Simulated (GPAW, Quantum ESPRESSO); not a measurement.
# Core-hole calculation of the F K edge in ScF3 (Pm-3m)

Aim: the near-edge shape at the F K edge of ScF3 (Pm-3m), and what the core hole does to it.

Program: GPAW 26.7.0. Level of theory: X-ray absorption from dipole matrix elements to empty bands, plane-wave PAW LDA. Results are calculated unless marked as measured.

An experiment to compare with: “Electronic Structure and Core Spectroscopy of Scandium Fluoride Polymorphs” (2023, pmc:10015455). X-ray absorption near-edge spectra of a scandium fluoride powder were measured at the Sc and F K-edges with synchrotron radiation. They were compared with first-principles spectra of six polymorphs to identify the phases present and the origin of the absorption maxima. It reports F K-edge features by XANES at the F K-edge (synchrotron) on commercial powder, measured in vacuum; possible admixture of trigonal phase; the values are set beside the results at the end.

## (1) Starting point

The structure is cubic, space group Pm-3m (No. 221). The conventional cell has a = 4.012 Å, b = 4.012 Å, c = 4.012 Å, α = 90.00°, β = 90.00°, γ = 90.00°. Nearest to Sc lie 6 F at 2.01 Å. Nearest to F lie 2 Sc at 2.01 Å. Farther neighbours and most contacts between anions are not listed.

Structure file:

```cif
data_structure
_symmetry_space_group_name_H-M 'P 1'
_symmetry_Int_Tables_number 1
_cell_length_a 4.0125
_cell_length_b 4.0125
_cell_length_c 4.0125
_cell_angle_alpha 90.000
_cell_angle_beta 90.000
_cell_angle_gamma 90.000
_cell_volume 64.60
loop_
_atom_site_label
_atom_site_type_symbol
_atom_site_fract_x
_atom_site_fract_y
_atom_site_fract_z
_atom_site_occupancy
Sc1 Sc 0.00000 0.00000 0.00000 1
F2 F 0.00000 0.00000 0.50000 1
F3 F 0.00000 0.50000 0.00000 1
F4 F 0.50000 0.00000 0.00000 1
```

## (2) The field without a hole

The ground state comes first: it tells whether the system has a gap, which decides how the excited electron is treated.

File scf.py:

```python
import numpy as np
from ase import Atoms
from ase.parallel import parprint, paropen
from gpaw import GPAW, PW, FermiDirac, Mixer, MixerDif, setup_paths
from gpaw.test import gen
setup_paths.insert(0, '.')
gen('F', name='nch1s', xcname='LDA', corehole=(1, 0, 0), write_xml=True)
from gpaw.mpi import world
world.barrier()

atoms = Atoms('ScF3',
    cell=[[4.01245, 0, 0],
     [0, 4.01245, 0],
     [0, 0, 4.01245]],
    scaled_positions=[[0, 0, 0],
     [0, 0, 0.5],
     [0, 0.5, 0],
     [0.5, 0, 0]],
    pbc=True)
atoms.calc = calc = GPAW(legacy_gpaw=True, mode=PW(500, force_complex_dtype=True), xc='LDA', setups={1: 'nch1s'},
    kpts={'size': (6, 6, 6), 'gamma': True}, occupations=FermiDirac(0.05),
    charge=0, mixer=Mixer(0.1, 5, 50), maxiter=150,
    convergence={'density': 0.0001, 'eigenstates': 1e-6}, txt='scf.txt')
energy = atoms.get_potential_energy() + calc.get_reference_energy()
ef = calc.get_fermi_level()
out = dict(energy=energy, fermi=ef, forces=atoms.get_forces().tolist())
parprint(f'all-electron energy {energy:.4f} eV, Fermi level {ef:.4f} eV')
ev = np.array([[calc.get_eigenvalues(k, s) for k in range(len(calc.get_ibz_k_points()))] for s in range(calc.get_number_of_spins())])
out['homo'], out['lumo'], out['counts'] = ev[ev < ef].max(), ev[ev > ef].min(), sorted(set((ev < ef).sum((0, 2)).tolist()))
out['filled'] = (ev[:, 0] < ef).sum(1).tolist()
import json
with paropen('out.json', 'w') as f:
    json.dump(out, f)
```

Launch:

```bash
$ OMP_NUM_THREADS=1 mpirun -n 4 gpaw python scf.py
```

Numbers of over 12 decimals in the logs are rounded to 6 here.

The log of the run:

```text
Input parameters:
  convergence: {density: 0.0001,
                eigenstates: 1e-06}
  kpts: {gamma: True,
         size: (6, 6, 6)}
  maxiter: 150
  mixer: {backend: pulay,
          beta: 0.1,
          method: separate,
          nmaxold: 5,
          weight: 50}
  mode: {ecut: 500.0,
         force_complex_dtype: True,
         name: pw}
  occupations: {fixmagmom: False,
                name: fermi-dirac,
                width: 0.05}
  setups: {1: nch1s}

Initialize ...

[... PAW data sets ...]

Reference energy: -28838.504586  # eV

Spin-paired calculation

[... convergence settings ...]
Symmetries present (total): 16
  [... symmetry matrices ...]

216 k-points: 6 x 6 x 6 Monkhorst-Pack grid + [1/12,1/12,1/12]
40 k-points in the irreducible part of the Brillouin zone
       k-points in crystal coordinates                weights
   0:     0.00000000    0.00000000    0.00000000          1/216
   1:     0.00000000    0.00000000    0.16666667          2/216
   2:     0.00000000    0.00000000    0.33333333          2/216
   3:     0.00000000    0.00000000    0.50000000          1/216
   4:     0.16666667    0.00000000    0.00000000          4/216
   5:     0.16666667    0.00000000    0.16666667          8/216
   6:     0.16666667    0.00000000    0.33333333          8/216
   7:     0.16666667    0.00000000    0.50000000          4/216
   8:     0.16666667    0.16666667    0.00000000          4/216
   9:     0.16666667    0.16666667    0.16666667          8/216
          ...
  39:     0.50000000    0.50000000    0.50000000          1/216

Wave functions: Plane wave expansion
  Cutoff energy: 500.000 eV
  Number of coefficients (min, max): 1614, 1662
  Pulay-stress correction: 0.000000 eV/Ang^3 (de/decut=0.000000)
  Using FFTW library
  Wavefunction extrapolation:
    Improved wavefunction reuse through dual PAW basis

Occupation numbers: Fermi-Dirac:
  width: 0.0500  # eV

Eigensolver
   Davidson(niter=2)

Densities:
  Coarse grid: 21*21*21 grid
  Fine grid: 42*42*42 grid
  Total Charge: 0.000000

Density mixing:
  Method: separate
  Backend: pulay
  Linear mixing parameter: 0.1
  old densities: 5
  Width of damping distribution: 1.1
  Damping of long wavelength oscillations: 50

[... Hamiltonian set-up ...]
Number of atoms: 4
Number of atomic orbitals: 25
Number of bands in calculation: 24
Number of valence electrons: 32
Bands to converge: occupied

... initialized

Initializing position-dependent things.

Density initialized from atomic densities
Creating initial wave functions:
  24 bands from LCAO basis set

Positions:
   0 Sc     0.000000    0.000000    0.000000    ( 0.0000,  0.0000,  0.0000)
   1 F      0.000000    0.000000    2.006225    ( 0.0000,  0.0000,  0.0000)
   2 F      0.000000    2.006225    0.000000    ( 0.0000,  0.0000,  0.0000)
   3 F      2.006225    0.000000    0.000000    ( 0.0000,  0.0000,  0.0000)

Unit cell:
           periodic     x           y           z      points  spacing
  1. axis:    yes    4.012450    0.000000    0.000000    21     0.1911
  2. axis:    yes    0.000000    4.012450    0.000000    21     0.1911
  3. axis:    yes    0.000000    0.000000    4.012450    21     0.1911

  Lengths:   4.012450   4.012450   4.012450
  Angles:   90.000000  90.000000  90.000000

Effective grid spacing dv^(1/3) = 0.1911

iter:   1   -29.739327
iter:   2   -28.771187   -0.80  -1.15
iter:   3   -27.742023   -0.60  -1.24
iter:   4   -27.754091   -1.32  -1.49
iter:   5   -27.732231   -1.81  -1.65
iter:   6   -27.732274   -2.05  -2.59
iter:   7   -27.736114c  -3.04  -2.78
iter:   8   -27.732159c  -2.68  -2.63
iter:   9   -27.732164c  -3.62  -3.12
iter:  10   -27.732157c  -4.60  -3.19
iter:  11   -27.732110c  -4.64  -3.24
iter:  12   -27.732162c  -4.68  -3.42
iter:  13   -27.732086c  -4.80  -3.42
iter:  14   -27.732087c  -5.53  -4.33c
iter:  15   -27.732087c  -6.03c -4.41c

Converged after 15 iterations.

Dipole moment: (-0.000000, -0.000000, -0.000000) |e|*Ang

Energy contributions relative to reference atoms: (reference = -28838.504586)

Kinetic:        +24.137602
Potential:      -28.829913
External:        +0.000000
XC:             -23.726365
Entropy (-ST):   -0.000000
Local:           +0.686589
SIC:             +0.000000
--------------------------
Free energy:    -27.732087
Extrapolated:   -27.732087

Showing only first 2 kpts
 Kpt  Band  Eigenvalues  Occupancy
  0    14     -3.16754    2.00000
  0    15     -3.16745    2.00000
  0    16      3.57219    0.00000
  0    17      3.57220    0.00000

  1    14     -3.18298    2.00000
  1    15     -3.18298    2.00000
  1    16      3.58236    0.00000
  1    17      3.80345    0.00000

Fermi level: -0.25430

Gap: 6.197 eV
Transition (v -> c):
  (s=0, k=35, n=15, [0.50, 0.33, 0.50]) -> (s=0, k=0, n=16, [0.00, 0.00, 0.00])
Direct/indirect transitions are different
Direct gap: 6.740 eV
Transition at: (s=0, k=0, n=15, [0.00, 0.00, 0.00])

Forces in eV/Ang:
  0 Sc   -0.00000   -0.00000    0.00000
  1 F    -0.00000   -0.00000    0.00000
  2 F     0.00000    0.00000    0.00000
  3 F     0.00000    0.00000    0.00000
Scalar-relativistic atomic LDA calculation for F (Fluorine, Z=9)
Core hole in 1s state (1s occupation: 2.0)
300 radial gridpoints.
|------------------------------------------------|
|------------------------------------------------|
[... the atom generator's iteration count ...]

Energy contributions:
-------------------------
Kinetic:      +98.924702
XC:            -9.628727
Potential:   -188.480882
-------------------------
Total:        -99.184907

state      eigenvalue         ekin         rmax
-----------------------------------------------
1s^2.0 :   -24.213779    36.855229        0.115
2s^2.0 :    -1.089490     4.159703        0.767
2p^5.0 :    -0.415007     3.378968        0.703
-----------------------------------------------
(units: Bohr and Hartree)

Generating PAW setup
Kinetic energy of the core from tauc = 73.784289
Cutoffs:
rc(s)=1.200
rc(p)=1.200
rc(d)=1.200
rc(vbar)=1.080
rc(comp)=1.200
rc(nct)=1.200

Kinetic energy of the core states: 73.710458
Charge: 0.0
Core electrons: 2.0
Valence electrons: 7.0
Pseudo-core charge: 0.000387
Shape function alpha=6.944
Pseudo-electron charge 6.013308
state    eigenvalue         norm
--------------------------------
2s(2) :    -1.089490     1.062936
*s    :    -0.089490
2p(5) :    -0.415007     0.777410
*p    :     0.584993
*d    :     0.000000
--------------------------------

Diagonalizing with gridspacing h=0.050

state   all-electron     PAW
-------------------------------
2s:      -1.089490    -1.091166
2p:      -0.415007    -0.417133
*d:                    0.051257
*f:                    0.077758
-------------------------------
all-electron energy -28866.2367 eV, Fermi level -0.2543 eV
```

It took 11 s on 4 MPI ranks of Arm Neoverse V1, shared host; peak memory 0.18 GiB; 45 s of CPU time.

The mesh shows a gap of 6.20 eV, so the hole is first treated in a charged cell, without the excited electron.

## (3) Spectrum without a core hole, F atom 2

This cheap baseline ignores the attraction of the hole: it shows the absorber's empty states as they are in the ground state. The data set with a hole of occupation 0 only carries the core orbital.

The absorber has 2 Sc at 2.01 Å (linear, site symmetry 4/mmm).

File xas.py:

```python
import numpy as np
from ase import Atoms
from ase.parallel import parprint, paropen
from gpaw import GPAW, PW, FermiDirac, Mixer, MixerDif, setup_paths
from gpaw.test import gen
setup_paths.insert(0, '.')
gen('F', name='nch1s', xcname='LDA', corehole=(1, 0, 0), write_xml=True)
from gpaw.mpi import world
world.barrier()

atoms = Atoms('ScF3',
    cell=[[4.01245, 0, 0],
     [0, 4.01245, 0],
     [0, 0, 4.01245]],
    scaled_positions=[[0, 0, 0],
     [0, 0, 0.5],
     [0, 0.5, 0],
     [0.5, 0, 0]],
    pbc=True)
atoms.calc = calc = GPAW(legacy_gpaw=True, mode=PW(500, force_complex_dtype=True), xc='LDA', setups={1: 'nch1s'},
    kpts={'size': (6, 6, 6), 'gamma': True}, occupations=FermiDirac(0.02),
    charge=0, mixer=Mixer(0.1, 5, 50), maxiter=150,
    convergence={'density': 0.0001, 'eigenstates': 1e-6}, txt='scf.txt')
energy = atoms.get_potential_energy() + calc.get_reference_energy()
ef = calc.get_fermi_level()
out = dict(energy=energy, fermi=ef, forces=atoms.get_forces().tolist())
parprint(f'all-electron energy {energy:.4f} eV, Fermi level {ef:.4f} eV')
ev = np.array([[calc.get_eigenvalues(k, s) for k in range(len(calc.get_ibz_k_points()))] for s in range(calc.get_number_of_spins())])
out['homo'], out['lumo'], out['counts'] = ev[ev < ef].max(), ev[ev > ef].min(), sorted(set((ev < ef).sum((0, 2)).tolist()))
out['filled'] = (ev[:, 0] < ef).sum(1).tolist()

from ase.units import Ha
from gpaw.xas import dipole_matrix_elements
nb = int(calc.get_number_of_electrons() / 2) + 47
top, nb = nb, nb + 8 + nb // 12
nscf = calc.fixed_density(kpts={'size': (6, 6, 6), 'gamma': True}, nbands=nb,
    convergence={'bands': top, 'eigenstates': 5e-3}, maxiter=60, txt='nscf.txt')
cell = atoms.cell.array
ops = [cell.T @ U.T @ np.linalg.inv(cell.T) for U in nscf.wfs.kd.symmetry.op_scc]
filled = [16]  # bands filled in the ground state, by spin
E = np.arange(-25, 34, 0.1)
fwhm = np.interp(E, [4, 25], [0.9, 3.5])
Y, X, zero, highest = 0, 0, 1e9, 1e9
for spin in range(nscf.get_number_of_spins()):
    wfs = nscf.wfs
    mine = wfs.bd.get_slice()  # this rank's bands
    A = dipole_matrix_elements(wfs.setups[1])
    eps = np.zeros((wfs.kd.nibzkpts, nb))
    d = np.zeros((3, A.shape[1], wfs.kd.nibzkpts, nb), complex)
    for kpt in wfs.kpt_u:
        if kpt.s == spin and 1 in kpt.P_ani:
            eps[kpt.k, mine] = kpt.eps_n * Ha
            d[:, :, kpt.k, mine] = (kpt.weight * wfs.nspins / 2) ** 0.5 * np.inner(A, kpt.P_ani[1])
    world.sum(eps)
    world.sum(d)
    T = np.einsum('amkn,bmkn->abkn', d, d.conj()).real
    T = sum(np.einsum('ai,ijkn,bj->abkn', R, T, R) for R in ops) / len(ops)
    empty = np.ones_like(eps, bool) & (np.arange(nb) >= filled[spin])
    zero, highest = min(zero, eps[empty].min()), min(highest, eps[:, top - 1].min())
    lines = [(eps, T, empty)] if spin == 0 else lines + [(eps, T, empty)]
for eps, T, empty in lines:
    f = np.einsum('aakn->akn', T).reshape(3, -1)
    x = eps.ravel() - zero
    w = np.interp(x, E, fwhm) / 2.35482
    g = np.exp(-0.5 * ((E[:, None] - x) / w) ** 2) / (w * (2 * np.pi) ** 0.5)
    Y = Y + (f * empty.ravel()) @ g.T
    X = X + (f * ~empty.ravel()) @ g.T
out.update(E=E.round(2).tolist(), xas=Y.tolist(), xes=X.tolist(), zero=zero, valid=highest - zero, nk=len(eps), nb=nb)
for i in range(0, len(E), 10):
    parprint(f'{E[i]:7.2f}', *(f'{v:10.3e}' for v in Y[:, i]))
import json
with paropen('out.json', 'w') as f:
    json.dump(out, f)
```

Launch:

```bash
$ OMP_NUM_THREADS=1 mpirun -n 4 gpaw python xas.py
```

The log of the run:

```text
Input parameters:
  convergence: {density: 0.0001,
                eigenstates: 1e-06}
  kpts: {gamma: True,
         size: (6, 6, 6)}
  maxiter: 150
  mixer: {backend: pulay,
          beta: 0.1,
          method: separate,
          nmaxold: 5,
          weight: 50}
  mode: {ecut: 500.0,
         force_complex_dtype: True,
         name: pw}
  occupations: {fixmagmom: False,
                name: fermi-dirac,
[...]
*p    :     0.584993
*d    :     0.000000
--------------------------------

Diagonalizing with gridspacing h=0.050

state   all-electron     PAW
-------------------------------
2s:      -1.089490    -1.091166
2p:      -0.415007    -0.417133
*d:                    0.051257
*f:                    0.077758
-------------------------------
all-electron energy -28866.2367 eV, Fermi level -0.2543 eV
[...]
32.00  5.586e-05  5.586e-05  7.007e-05
  33.00  5.221e-05  5.221e-05  8.507e-05
[key lines of the parts left out:]
Converged after 15 iterations.
Dipole moment: (-0.000000, -0.000000, -0.000000) |e|*Ang
Free energy:    -27.732087
Fermi level: -0.25430
```

It took 28 s on 4 MPI ranks; peak memory 0.25 GiB.

The F K spectrum, F atom 2, no core hole (energy from the lowest empty level; intensity scaled to a mean of 1 over the first 20 eV):

| E (eV) | intensity |
| --- | --- |
| -2.0 | 0.00 |
| -1.5 | 0.00 |
| -1.0 | 0.00 |
| -0.5 | 0.03 |
| 0.0 | 0.28 |
| 0.5 | 1.18 |
| 1.0 | 2.10 |
| 1.5 | 1.51 |
| 2.0 | 0.63 |
| 2.5 | 0.66 |
| 3.0 | 0.90 |
| 3.5 | 1.32 |
| 4.0 | 1.76 |
| 4.5 | 1.27 |
| 5.0 | 0.65 |
| 5.5 | 0.48 |
| 6.0 | 0.57 |
| 6.5 | 0.75 |
| 7.0 | 0.82 |
| 7.5 | 0.77 |
| 8.0 | 0.73 |
| 8.5 | 0.83 |
| 9.0 | 1.04 |
| 9.5 | 1.21 |
| 10.0 | 1.36 |
| 10.5 | 1.60 |
| 11.0 | 1.79 |
| 11.5 | 1.79 |
| 12.0 | 1.60 |
| 12.5 | 1.33 |
| 13.0 | 1.05 |
| 13.5 | 0.79 |
| 14.0 | 0.61 |
| 14.5 | 0.54 |
| 15.0 | 0.54 |
| 15.5 | 0.57 |
| 16.0 | 0.59 |
| 16.5 | 0.60 |
| 17.0 | 0.62 |
| 17.5 | 0.69 |
| 18.0 | 0.80 |
| 18.5 | 0.94 |
| 19.0 | 1.06 |
| 19.5 | 1.13 |
| 20.0 | 1.12 |
| 20.5 | 1.03 |
| 21.0 | 0.88 |
| 21.5 | 0.72 |
| 22.0 | 0.57 |
| 22.5 | 0.46 |
| 23.0 | 0.39 |
| 23.5 | 0.35 |
| 24.0 | 0.35 |
| 24.5 | 0.36 |
| 25.0 | 0.40 |
| 25.5 | 0.45 |
| 26.0 | 0.51 |
| 26.5 | 0.59 |
| 27.0 | 0.66 |
| 27.5 | 0.74 |
| 28.0 | 0.81 |
| 28.5 | 0.88 |
| 29.0 | 0.94 |
| 29.5 | 1.01 |
| 30.0 | 1.08 |
| 30.5 | 1.14 |
| 31.0 | 1.21 |
| 31.5 | 1.26 |
| 32.0 | 1.31 |

Main maxima below 24 eV (height): 1.1 eV (2.11), 4.0 eV (1.76), 7.0 eV (0.82), 11.2 eV (1.82) and 19.7 eV (1.14). A K edge sees empty p states; the first features are F p mixed into the empty d states of the Sc neighbours, and the broad ones above probably into the cations' higher empty bands.

The same matrix elements for filled bands give the F K emission of F atom 2 (ground-state approximation; energy from the lowest empty level, largest value 1):

| E (eV) | emission |
| --- | --- |
| -24.00 | 0.00 |
| -23.25 | 0.00 |
| -22.50 | 0.00 |
| -21.75 | 0.00 |
| -21.00 | 0.00 |
| -20.25 | 0.00 |
| -19.50 | 0.00 |
| -18.75 | 0.00 |
| -18.00 | 0.00 |
| -17.25 | 0.00 |
| -16.50 | 0.00 |
| -15.75 | 0.00 |
| -15.00 | 0.00 |
| -14.25 | 0.00 |
| -13.50 | 0.00 |
| -12.75 | 0.00 |
| -12.00 | 0.00 |
| -11.25 | 0.00 |
| -10.50 | 0.00 |
| -9.75 | 0.08 |
| -9.00 | 0.41 |
| -8.25 | 0.70 |
| -7.50 | 0.81 |
| -6.75 | 0.98 |
| -6.00 | 0.28 |
| -5.25 | 0.01 |
| -4.50 | 0.00 |
| -3.75 | 0.00 |
| -3.00 | 0.00 |
| -2.25 | 0.00 |
| -1.50 | 0.00 |
| -0.75 | 0.00 |
| 0.00 | 0.00 |
| 0.75 | 0.00 |
| 1.50 | 0.00 |
| 2.25 | 0.00 |
| 3.00 | 0.00 |

Emission maxima: -6.8 eV (1.00).

## (4) Reference energy of the supercell

The photon energy needs a difference of total energies, so the cell and mesh of the coming hole run are first run without a hole.

Edit scf.py of step 2 so:

```diff
@@ -10,13 +10,25 @@
 
-atoms = Atoms('ScF3',
-    cell=[[4.01245, 0, 0],
-     [0, 4.01245, 0],
-     [0, 0, 4.01245]],
+atoms = Atoms('Sc4F12',
+    cell=[[4.01245, 4.01245, 4.01245],
+     [-4.01245, 4.01245, -4.01245],
+     [-4.01245, -4.01245, 4.01245]],
     scaled_positions=[[0, 0, 0],
-     [0, 0, 0.5],
-     [0, 0.5, 0],
-     [0.5, 0, 0]],
+     [0, 0.5, 0.5],
+     [0.5, 0, 0.5],
+     [0.5, 0.5, 0],
+     [0.25, 0, 0.25],
+     [0.25, 0.5, 0.75],
+     [0.75, 0, 0.75],
+     [0.75, 0.5, 0.25],
+     [0.25, 0.25, 0],
+     [0.25, 0.75, 0.5],
+     [0.75, 0.25, 0.5],
+     [0.75, 0.75, 0],
+     [0, 0.75, 0.75],
+     [0, 0.25, 0.25],
+     [0.5, 0.75, 0.25],
+     [0.5, 0.25, 0.75]],
     pbc=True)
-atoms.calc = calc = GPAW(legacy_gpaw=True, mode=PW(500, force_complex_dtype=True), xc='LDA', setups={1: 'nch1s'},
-    kpts={'size': (6, 6, 6), 'gamma': True}, occupations=FermiDirac(0.05),
+atoms.calc = calc = GPAW(legacy_gpaw=True, mode=PW(500, force_complex_dtype=True), xc='LDA', setups={4: 'nch1s'},
+    kpts={'size': (3, 3, 3), 'gamma': True}, occupations=FermiDirac(0.02),
     charge=0, mixer=Mixer(0.1, 5, 50), maxiter=150,
```

Launch:

```bash
$ OMP_NUM_THREADS=1 mpirun -n 4 gpaw python scf.py
```

The log of the run:

```text
Input parameters:
  convergence: {density: 0.0001,
                eigenstates: 1e-06}
  kpts: {gamma: True,
         size: (3, 3, 3)}
  maxiter: 150
  mixer: {backend: pulay,
          beta: 0.1,
          method: separate,
          nmaxold: 5,
          weight: 50}
  mode: {ecut: 500.0,
         force_complex_dtype: True,
         name: pw}
  occupations: {fixmagmom: False,
                name: fermi-dirac,
[...]
2s(2) :    -1.089490     1.062936
*s    :    -0.089490
2p(5) :    -0.415007     0.777410
*p    :     0.584993
*d    :     0.000000
--------------------------------

Diagonalizing with gridspacing h=0.050

state   all-electron     PAW
-------------------------------
2s:      -1.089490    -1.091166
2p:      -0.415007    -0.417133
*d:                    0.051257
*f:                    0.077758
-------------------------------
all-electron energy -115464.9321 eV, Fermi level -0.2553 eV
[key lines of the parts left out:]
Converged after 19 iterations.
Dipole moment: (0.000000, 0.000000, 0.000050) |e|*Ang
Free energy:   -110.913775
Fermi level: -0.25530
```

Run time: 39 s. Hardware: 4 MPI ranks; peak memory 0.27 GiB.

Reference energy: -115464.932 eV with the cores included.

(Part 1 of 2 ends here.)

[Banner, clock and machine lines of the logs are left out without a mark of their own.]

[Logs are printed without paths, hosts, clocks, repeated set-up lines and the standing remarks that a program may print on its own settings, such as how far it seeks lower states.]

[Hosts, paths, dates, database ids (printed as entryN), source tags and the programs' standing remarks are cut or masked in the printed files.]

[Lists of maxima count a maximum above −3 eV only where it reaches 4 % of the highest in the window and stands out from its surroundings by 2 % of it (1.5 % where it reaches 55 %); shoulders and weaker maxima are passed over, and of the rest the first, up to two pre-edge ones and the few strongest are named.]
